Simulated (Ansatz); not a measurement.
# NaGeCl3 (built on the sites of a database entry of CsGeBr3): following an unstable mode

Which phase does NaGeCl3 (built on the sites of a database entry of CsGeBr3) fall into along its unstable mode, and how much energy does it gain?

Program: Ansatz 0.2.0. Level of theory: DFT PBEsol, scalar-relativistic, plane waves, PAW. Results are calculated unless marked as measured.

Most raw output is cut from this account.

The structure was built from a prototype and need not be the compound's stable phase.

## Step 1: The starting structure

The structure is cubic, space group Pm-3m (No. 221). Conventional cell: a = 5.132 Å, b = 5.132 Å, c = 5.132 Å, α = 90.00°, β = 90.00°, γ = 90.00°. Nearest to Na lie 12 Cl at 3.63 Å. Ge has 6 Cl at 2.57 Å nearest. Cl has 2 Ge at 2.57 Å nearest. Farther neighbours and most contacts between anions are not listed.

## Step 2: Response at finite wavevector

The cell comes from relaxations at this level that are not shown. Stability and thermal properties need the whole zone. Linear response on a 2×2×2 q mesh gives force constants as far as a supercell of that size would, and the tensors from the zone-centre run are typed in so that the long-range dipole term is interpolated apart.

The input, input.yaml:

```yaml
crystal:
  lattice:
    - [5.1317724219, 0.0, 0.0]
    - [0.0, 5.1317724219, 0.0]
    - [0.0, 0.0, 5.1317724219]
  atoms:
    - { symbol: Na, position: [0.0, 0.0, 0.0] }
    - { symbol: Ge, position: [0.5, 0.5, 0.5] }
    - { symbol: Cl, position: [0.5, 0.5, 0.0] }
    - { symbol: Cl, position: [0.5, 0.0, 0.5] }
    - { symbol: Cl, position: [0.0, 0.5, 0.5] }
kpoints:
  mp_grid: { grid: [6, 6, 6] }
hamiltonian:
  xc: pbesol
scf:
  occupations: { method: fixed }
output:
  eigenvalues: true
phonons:
  method: dfpt
  qmesh: [2, 2, 2]
  temperatures: { t_max: 1000, t_step: 50 }
  qpath:
    path:
      - [[0.0, 0.0, 0.0], [0.0, 0.5, 0.0], [0.5, 0.5, 0.0], [0.0, 0.0, 0.0], [0.5, 0.5, 0.5], [0.0, 0.5, 0.0]]
      - [[0.5, 0.5, 0.5], [0.5, 0.5, 0.0]]
    npoints: 10
  non_analytic_term:
    high_frequency_dielectric_tensor: [[7.4418, 0.0, 0.0], [0.0, 7.4418, 0.0], [0.0, 0.0, 7.4418]]
    born_effective_charges:
      - { species: Na, tensor: [[1.3111, 0.0, 0.0], [0.0, 1.3111, 0.0], [0.0, 0.0, 1.3111]] }
      - { species: Ge, tensor: [[5.0442, 0.0, 0.0], [0.0, 5.0442, 0.0], [0.0, 0.0, 5.0442]] }
      - { species: Cl, tensor: [[-0.548, 0.0, 0.0], [0.0, -0.548, 0.0], [0.0, 0.0, -5.2593]] }
      - { species: Cl, tensor: [[-0.548, 0.0, 0.0], [0.0, -5.2593, 0.0], [0.0, 0.0, -0.548]] }
      - { species: Cl, tensor: [[-5.2593, 0.0, 0.0], [0.0, -0.548, 0.0], [0.0, 0.0, -0.548]] }
    source: "zone-centre run at this cell"
```

Run with:

```console
> ansatz run input.yaml --threads 8 --pin off --max-ram 14336MiB --backend cpu --events-out ev --progress --plain --runs-dir out
```

Elapsed: 2 min, on 8 threads of Arm Neoverse N1, shared host; peak memory 1.1 GiB; 15 min of CPU time.

Numbers from this step:

- gap on the k-mesh: 0.3610 eV
- volume per atom: 27.03 Å³
- sum-rule residual before enforcement: 3.31e-5 eV/Å²
- lowest frequency on the path: -90.60 cm⁻¹
- point group: m-3m
- highest frequency on the path or at a solved wavevector: 269.8 cm⁻¹
- highest optical mode at the zone centre (no LO-TO term): 91.47 cm⁻¹
- lowest optical zone-centre mode: -90.6 cm⁻¹
- lowest mode on the q mesh (acoustic modes at Γ apart): -90.6 cm⁻¹

Frequencies (cm⁻¹) solved at each irreducible wavevector; negative means imaginary. Frequencies by wavevector, by row:

| q in reciprocal lattice units | star | mode 1 | mode 2 | mode 3 | mode 4 | mode 13 | mode 14 | mode 15 |
| --- | --- | --- | --- | --- | --- | --- | --- | --- |
| 0 0 0 | 1 | -90.6 | -90.6 | -90.6 | -46 | 91.5 | 91.5 | 91.5 |
| 0 0 -0.5 | 3 | -82.6 | -82.6 | -29 | -29 | 82.9 | 183.5 | 257.2 |
| 0 -0.5 -0.5 | 3 | -80.2 | -80.2 | -75.1 | -71.2 | 184.9 | 230.2 | 262.9 |
| -0.5 -0.5 -0.5 | 1 | -84.1 | -84.1 | -84.1 | -75.1 | 229.6 | 229.6 | 269.8 |

Interpolated from a 2×2×2 q mesh, with the LO-TO term (at Γ the limit along the path; where Γ stands inside the path, tables give the limit on arrival). Phonon branches along the path, in cm⁻¹:

| point | branch 1 | branch 2 | branch 3 | branch 4 | branch 12 | branch 13 | branch 14 | branch 15 |
| --- | --- | --- | --- | --- | --- | --- | --- | --- |
| Γ | -91 | -91 | -88 | -46 | 91 | 92 | 92 | 239 |
| halfway | -87 | -87 | -50 | -35 | 89 | 89 | 141 | 248 |
| X | -83 | -83 | -29 | -29 | 83 | 83 | 184 | 257 |
| halfway | -82 | -78 | -55 | -52 | 140 | 174 | 184 | 257 |
| M | -80 | -80 | -75 | -71 | 185 | 185 | 230 | 263 |
| halfway | -83 | -79 | -62 | -38 | 123 | 141 | 162 | 240 |
| Γ | -91 | -91 | -88 | -46 | 91 | 92 | 92 | 239 |
| halfway | -80 | -80 | -67 | -46 | 143 | 164 | 164 | 236 |
| R | -84 | -84 | -84 | -75 | 176 | 230 | 230 | 270 |
| halfway | -81 | -80 | -68 | -57 | 166 | 182 | 182 | 257 |
| X | -83 | -83 | -29 | -29 | 83 | 83 | 184 | 257 |
| jump to R | -84 | -84 | -84 | -75 | 176 | 230 | 230 | 270 |
| halfway | -82 | -82 | -78 | -75 | 181 | 181 | 230 | 264 |
| M | -80 | -80 | -75 | -71 | 185 | 185 | 230 | 263 |

Symmetry leaves 4 wavevectors to solve. The lowest mode among them, the acoustic zeros apart, lies at Γ and is imaginary, 90.6i cm⁻¹, so the energy falls along it.

## Step 3: The mode frozen in, largest atomic shift 0 Å

The mode followed lies at q = (-0.5, -0.5, -0.5) with frequency 84.1i cm⁻¹ and is 3-fold degenerate, one of the unstable modes though not the softest. At small amplitude the distorted cell has space group no. 74 by a symmetry search on the positions. The undistorted cell that holds it gives the zero of energy on the same k mesh.

System of this step: NaGeCl3 (built on the sites of a database entry of CsGeBr3). It takes space group Pm-3m (No. 221, cubic). The conventional cell has a = 5.132 Å, b = 5.132 Å, c = 5.132 Å, α = 90.00°, β = 90.00°, γ = 90.00°. Na has 12 Cl at 3.63 Å nearest. Ge has 6 Cl at 2.57 Å nearest. Nearest to Cl lie 2 Ge at 2.57 Å. Farther neighbours and most contacts between anions are not listed.

The input, input.yaml:

```yaml
crystal:
  lattice:
    - [5.1317724219, 5.1317724219, 0.0]
    - [5.1317724219, 0.0, 5.1317724219]
    - [5.1317724219, 0.0, -5.1317724219]
  atoms:
    - { symbol: Na, position: [0.0, 0.0, 0.0] }
    - { symbol: Na, position: [0.0, 0.5, 0.5] }
    - { symbol: Ge, position: [0.5, 0.25, 0.75] }
    - { symbol: Ge, position: [0.5, 0.75, 0.25] }
    - { symbol: Cl, position: [0.5, 0.0, 0.0] }
    - { symbol: Cl, position: [0.5, 0.5, 0.5] }
    - { symbol: Cl, position: [0.0, 0.5, 0.0] }
    - { symbol: Cl, position: [0.0, 0.0, 0.5] }
    - { symbol: Cl, position: [0.5, 0.0, 0.5] }
    - { symbol: Cl, position: [0.5, 0.5, 0.0] }
kpoints:
  mp_grid: { grid: [6, 6, 6] }
hamiltonian:
  xc: pbesol
scf:
  occupations: { method: gaussian, width: 0.02 }
output:
  forces: true
  stress: true
  eigenvalues: true
```

The job ended after 3.7 s (8 threads; peak memory 1 GiB).

Numbers from this step:

| Quantity | Value |
| --- | --- |
| pressure | -0.07314 GPa |
| gap on the k-mesh | 0.3635 eV |
| energy from the undistorted cell | 0 meV/atom |

At this level the gap is 0.36 eV on the k-mesh of the self-consistent run, which can miss the band edges.

## Step 4: The mode frozen in, largest atomic shift 0.6 Å

The atoms are moved along the unstable eigenvector, the largest shift by 0.6 Å, with the cell fixed.

The input, input.yaml:

```yaml
crystal:
  lattice:
    - [5.1317724219, 5.1317724219, 0.0]
    - [5.1317724219, 0.0, 5.1317724219]
    - [5.1317724219, 0.0, -5.1317724219]
  atoms:
    - { symbol: Na, position: [0.0826739835, -0.0826739835, 0.0] }
    - { symbol: Na, position: [-0.0826739835, 0.5826739835, 0.5] }
    - { symbol: Ge, position: [0.5, 0.25, 0.75] }
    - { symbol: Ge, position: [0.5, 0.75, 0.25] }
    - { symbol: Cl, position: [0.5, -0.0080137557, -0.0080137557] }
    - { symbol: Cl, position: [0.5, 0.5080137557, 0.5080137557] }
    - { symbol: Cl, position: [0.0, 0.5080137557, 0.0080137557] }
    - { symbol: Cl, position: [0.0, -0.0080137557, 0.4919862443] }
    - { symbol: Cl, position: [0.5160275113, -0.0160275113, 0.5] }
    - { symbol: Cl, position: [0.4839724887, 0.5160275113, 0.0] }
kpoints:
  mp_grid: { grid: [6, 6, 6] }
hamiltonian:
  xc: pbesol
scf:
  occupations: { method: gaussian, width: 0.02 }
output:
  forces: true
  stress: true
  eigenvalues: true
```

Run time: 9.7 s. Hardware: 8 threads; peak memory 1.2 GiB; 74 s of CPU time.

This step gave:

- pressure: 0.3298 GPa
- gap on the k-mesh: 0.4689 eV
- energy from the undistorted cell: -18.09 meV/atom

The energy, extrapolated to zero smearing, is -18.09 meV/atom against the undistorted cell.

The run ends at a pressure of 0.33 GPa, with forces up to 0.18 eV/Å.

## Step 5: Energy along the mode, all amplitudes (two of the runs are shown above)

An imaginary frequency means negative curvature, so the energy should fall and then rise again as anharmonic terms take over.

This step gave:

- depth at the lowest point sampled: 18.09 meV/atom
- largest atomic shift at that point: 0.6 Å

The energy from the parent by largest atomic shift:

| largest atomic shift (Å) | energy from the parent (meV/atom) |
| --- | --- |
| 0.000 | 0 |
| 0.040 | -0.106 |
| 0.080 | -0.422 |
| 0.140 | -1.28 |
| 0.220 | -3.11 |
| 0.320 | -6.37 |
| 0.450 | -11.7 |
| 0.600 | -18.1 |

Displacement at unit largest shift by atom:

| atom | x (Å) | y (Å) | z (Å) | size |
| --- | --- | --- | --- | --- |
| Na1 | 0.000 | 0.707 | -0.707 | 1.000 |
| Na2 | 0.000 | -0.707 | 0.707 | 1.000 |
| Ge3 | 0.000 | 0.000 | 0.000 | 0.000 |
| Ge4 | 0.000 | 0.000 | 0.000 | 0.000 |
| Cl5 | -0.137 | 0.000 | 0.000 | 0.137 |
| Cl6 | 0.137 | 0.000 | 0.000 | 0.137 |
| Cl7 | 0.137 | 0.000 | 0.000 | 0.137 |
| Cl8 | -0.137 | 0.000 | 0.000 | 0.137 |
| Cl9 | 0.000 | 0.137 | -0.137 | 0.194 |
| Cl10 | 0.000 | -0.137 | 0.137 | 0.194 |

The lowest of the steps tried is the last one, at 0.6 Å, 18.1 meV/atom below the parent; the bottom of the well need not coincide with a step.

## Step 6: Relaxation from the frozen mode

Starting from the lowest point found, all atoms and the cell are let go, so that strain and other modes of the same symmetry can join in.

Changes to input.yaml since step 4:

```diff
@@ -21,3 +21,3 @@
 scf:
-  occupations: { method: gaussian, width: 0.02 }
+  occupations: { method: fixed }
 output:
@@ -26 +26,6 @@
   eigenvalues: true
+relax:
+  adjacent_minimum: "off"
+  f_tol: 0.002
+  max_steps: 120
+  cell: { stress_tol: 0.03 }
```

The job ended after 2.8 min (8 threads; peak memory 1.3 GiB).

The steps of the relaxation:

| step | energy less that of the first step (eV) | largest force component (eV/Å) | pressure (GPa) | volume (Å³) |
| --- | --- | --- | --- | --- |
| 1 | 0.0000 | 0.1281 | 0.33 | 270.29 |
| 2 | -0.0496 | 0.1550 | -0.20 | 275.53 |
| 3 | -0.1405 | 0.1769 | -0.21 | 278.41 |
| 4 | -0.2562 | 0.1474 | -0.08 | 280.09 |
| 5 | -0.3479 | 0.1003 | -0.09 | 280.75 |
| 6 | -0.3923 | 0.0792 | 0.62 | 269.84 |
| 7 | -0.4172 | 0.0459 | 0.25 | 271.13 |
| 8 | -0.4315 | 0.0328 | -0.19 | 271.36 |
| 9 | -0.4525 | 0.0564 | -0.29 | 266.91 |
| 10 | -0.5199 | 0.1169 | -0.50 | 260.28 |
| 11 | -0.6475 | 0.1187 | -0.31 | 252.85 |
| 12 | -0.6804 | 0.1338 | 0.12 | 246.95 |
| 13 | -0.7015 | 0.0142 | -0.02 | 248.45 |
| 14 | -0.7029 | 0.0075 | 0.01 | 248.10 |
| 15 | -0.7029 | 0.0121 | -0.01 | 248.35 |
| 16 | -0.7031 | 0.0006 | 0.00 | 248.23 |
| 17* | -0.7021 | 0.0006 | 0.00 | 248.23 |

Relaxation steps marked * repeat the geometry before them on a plane-wave basis chosen anew for their cell, so energy and pressure can jump there.

Forces are held to the 8 operations that the run works with; a distortion that breaks them can't arise in this run.

| conventional cell, symmetrised | before | after | change |
| --- | --- | --- | --- |
| a (Å) | 7.257 | 7.314 | +0.8 % |
| b (Å) | 10.264 | 9.869 | -3.8 % |
| c (Å) | 7.257 | 6.878 | -5.2 % |
| volume (Å³/atom) | 27.03 | 24.82 | -8.2 % |

The atoms that moved most (Å, as changes of fractional coordinates times the final cell):

| atom | dx | dy | dz | length |
| --- | --- | --- | --- | --- |
| Cl9 | 0.000 | -0.780 | 0.780 | 1.102 |
| Cl10 | 0.000 | 0.780 | -0.780 | 1.102 |
| Cl5 | -0.638 | 0.000 | 0.000 | 0.638 |
| Cl8 | -0.638 | 0.000 | 0.000 | 0.638 |
| Cl7 | 0.638 | 0.000 | 0.000 | 0.638 |
| Cl6 | 0.638 | 0.000 | 0.000 | 0.638 |
| Na2 | 0.000 | 0.174 | -0.174 | 0.246 |
| Na1 | 0.000 | -0.174 | 0.174 | 0.246 |

The relaxed structure:

```
Na Ge Cl
1.0
     4.93474    5.01745    0.15399
     4.93474    0.15399    5.01745
     4.93474   -0.15399   -5.01745
Na Ge Cl
2 2 6
Direct
  0.04692 0.95308 0.00000
  0.95308 0.54692 0.50000
  0.50000 0.25000 0.75000
  0.50000 0.75000 0.25000
  0.50000 0.92732 0.92732
  0.50000 0.57268 0.57268
  0.00000 0.57268 0.07268
  0.00000 0.92732 0.42732
  0.35574 0.14426 0.50000
  0.64426 0.35574 0.00000
```

Numbers from this step:

- pressure: 0.004157 GPa
- gap on the k-mesh: 1.270 eV
- volume per atom: 24.82 Å³

The distorted start has space group Imma; the relaxation ends in Imma.

## Step 7: The phases reached

The phases reached along the modes that were followed are set side by side.

Energies are those of the first relaxation, on the mesh of the frozen mode; space group, volume and gap are those of the last relaxation. Phases, by row:

| mode frozen in | space group | energy from parent (meV/atom) | volume (Å³/atom) | gap on mesh (eV) | lowest zone-centre optical mode (cm⁻¹) | largest shift (Å) |
| --- | --- | --- | --- | --- | --- | --- |
| parent | Pm-3m | 0 | 27.03 | 0.361 | – | – |
| q = (0, 0, 0), 91i cm⁻¹ | P4mm | -56.91 | 30.4 | 1.092 | -82.5 | 1.362 |
| q = (0, 0, 0), 91i cm⁻¹ | R3m | -52.92 | 30.5 | 1.457 | -18.1 | 1.249 |
| q = (0, 0, 0), 91i cm⁻¹ | Amm2 | -60.49 | 30.43 | 1.439 | -58.5 | 1.387 |
| q = (-0.5, -0.5, -0.5), 84i cm⁻¹ | I4/mmm | -26.72 | 27.8 | 0.732 | – | 0.902 |
| q = (-0.5, -0.5, -0.5), 84i cm⁻¹ | R-3m | -30.9 | 27.95 | 0.698 | – | 1.038 |
| q = (-0.5, -0.5, -0.5), 84i cm⁻¹ | Imma | -88.3 | 24.82 | 1.27 | – | 0.992 |

## Step 8: What came out

```
unstable mode of the parent                                                      : q = (-0.5, -0.5, -0.5), 84i cm⁻¹
depth at the lowest point sampled                                                : 18.1 meV/atom
largest atomic shift at that point                                               : 0.6 Å
space group reached (within 0.01 Å)                                              : Imma
energy gained over the parent (first relaxation, on the mesh of the frozen mode) : 88.3 meV/atom
volume per atom, phase reached                                                   : 24.8 Å³
gap on the k-mesh, phase reached                                                 : 1.27 eV
```

In words: From this start the structure relaxes into Imma, 88.3 meV/atom below the parent. At the parent's cell the well is 18.09 meV/atom deep on the steps tried, with its lowest point at a shift of 0.6 Å. That is the last step tried, so the steps alone don't bracket the bottom of the well. Relaxing atoms and cell changes the gain by +70.21 meV/atom against the lowest step (energies at zero smearing). Most of the total comes from this relaxation. The frozen pattern makes up only 5 % of the final shifts of the atoms, so other modes or strain give most of the change. The modes of the phase reached were not computed on this path. Of the 6 patterns followed to their end from this parent, this one reaches the lowest energy. Each path keeps the symmetry of its pattern, so a lower phase may lie along a pattern not tried. The starting cell was built on a prototype and not taken from a measurement, so the phase need not exist.

[Logs are printed without paths, hosts, clocks, repeated set-up lines and the standing remarks that a program may print on its own settings, such as how far it seeks lower states.]

[Hosts, paths, dates, database ids (printed as entryN), source tags and the programs' standing remarks are cut or masked in the printed files.]
